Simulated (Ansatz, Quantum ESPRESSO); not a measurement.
## Si3N4 [001], beta: uniaxial strain and lateral response

The c axis is held at a set length while the cell relaxes sideways. How do the lateral strain and the stress follow? The strained cell has c along the load; unstrained it is a = 7.6242 Å, b = 7.6242 Å, c = 2.9103 Å, α = 90.00°, β = 90.00°, γ = 120.00°, with 14 atoms.

Calculated with Ansatz 0.2.0, PBEsol, PAW files of the set soft_1, cutoff 600 eV, Fermi–Dirac smearing 0.02 eV, k-mesh 4×4×9, no spin polarisation, no spin-orbit coupling.

```
ε_c (%)   a (Å)   c (Å)  ε_a (%)  σ (GPa, tension positive)
     −3  7.6670  2.8229    0.562                     −15.83
     −2  7.6529  2.8521    0.376                     −10.29
     −1  7.6386  2.8811    0.189                      −5.02
      0  7.6242  2.9103    0.000                       0.00
      2  7.5948  2.9685   −0.385                       9.28
      3  7.5800  2.9976   −0.579                      13.56
```

**Question.** Fit both responses and give the free strain and the stress at +1 %, a row left out above.

Least squares with y = y0 + y1 ε + y2 ε² (ε in %) gives ε_a = 0.000 + (−0.1902) ε + (−0.0009) ε² and σ = 0.00 + (4.896) ε + (−0.126) ε² GPa. The linear terms put the ratio of free to applied strain at −0.190 and the Young modulus at 490 GPa.

At +1 % the free strain comes out as −0.192 %. The run itself gives −0.192 %, so the estimate misses by 0.000 %, a rounding's worth.

The stress comes out as 4.77 GPa. The run itself gives 4.76 GPa, so the estimate misses by 0.01 GPa, a rounding's worth.

The negative ε² term means that the crystal stiffens in compression and softens in tension.

The same fit over all rows at other levels or in other programs gives the strain ratio = −0.190 with PBEsol (Quantum ESPRESSO, GBRV).

[Logs are printed without paths, hosts, clocks, repeated set-up lines and the standing remarks that a program may print on its own settings, such as how far it seeks lower states.]
